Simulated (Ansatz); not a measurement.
Rows from a G0W0 calculation on ZnInGaO4 (R3m) (Ansatz 0.2.0; G0W0 on PBE, plane waves, PAW; PAW set soft_1; 4×4×4 mesh, 68 empty bands, screening to 50 eV, PAW set soft_1 files), in eV. Spin-orbit coupling is left out.

| row | k | band | start | Σx | Σc at the solution | Vxc |
| --- | --- | --- | --- | --- | --- | --- |
| A | Γ | c2 | 12.021 | -13.784 | -3.252 | -18.314 |
| B | Γ | c1 | 8.889 | -11.677 | -2.986 | -15.327 |
| C | (0.000, -0.500, -0.500) | c2 | 13.433 | -11.616 | -3.885 | -16.914 |
| D | (0.000, -0.500, -0.500) | c1 | 13.029 | -10.903 | -3.782 | -16.023 |
| E | (0.000, -0.500, -0.500) | v1 | 7.376 | -28.605 | 5.106 | -23.061 |
| F | Γ | v1 | 7.827 | -33.505 | 5.583 | -26.989 |

Q: Give the quasiparticle energies and the shift of each level.

The quasiparticle equation reads E = start + Σx + Σc(E) − Vxc.

| row | E (eV) | shift (eV) |
| --- | --- | --- |
| A | 13.298 | +1.277 |
| B | 9.554 | +0.665 |
| C | 14.847 | +1.414 |
| D | 14.368 | +1.339 |
| E | 6.937 | −0.439 |
| F | 6.895 | −0.932 |

The gap over the computed points goes from 1.06 eV to 2.62 eV.

Limits: not at the basis limit; no spin-orbit coupling.

[Runs of the session that timed out or met a known fault of the program may be left out.]

[Cells called generated may have been cut or substituted from an entry of the Crystallography Open Database or the Materials Project.]

[Hosts, paths, dates, database ids (printed as entryN), source tags and the programs' standing remarks are cut or masked in the printed files.]
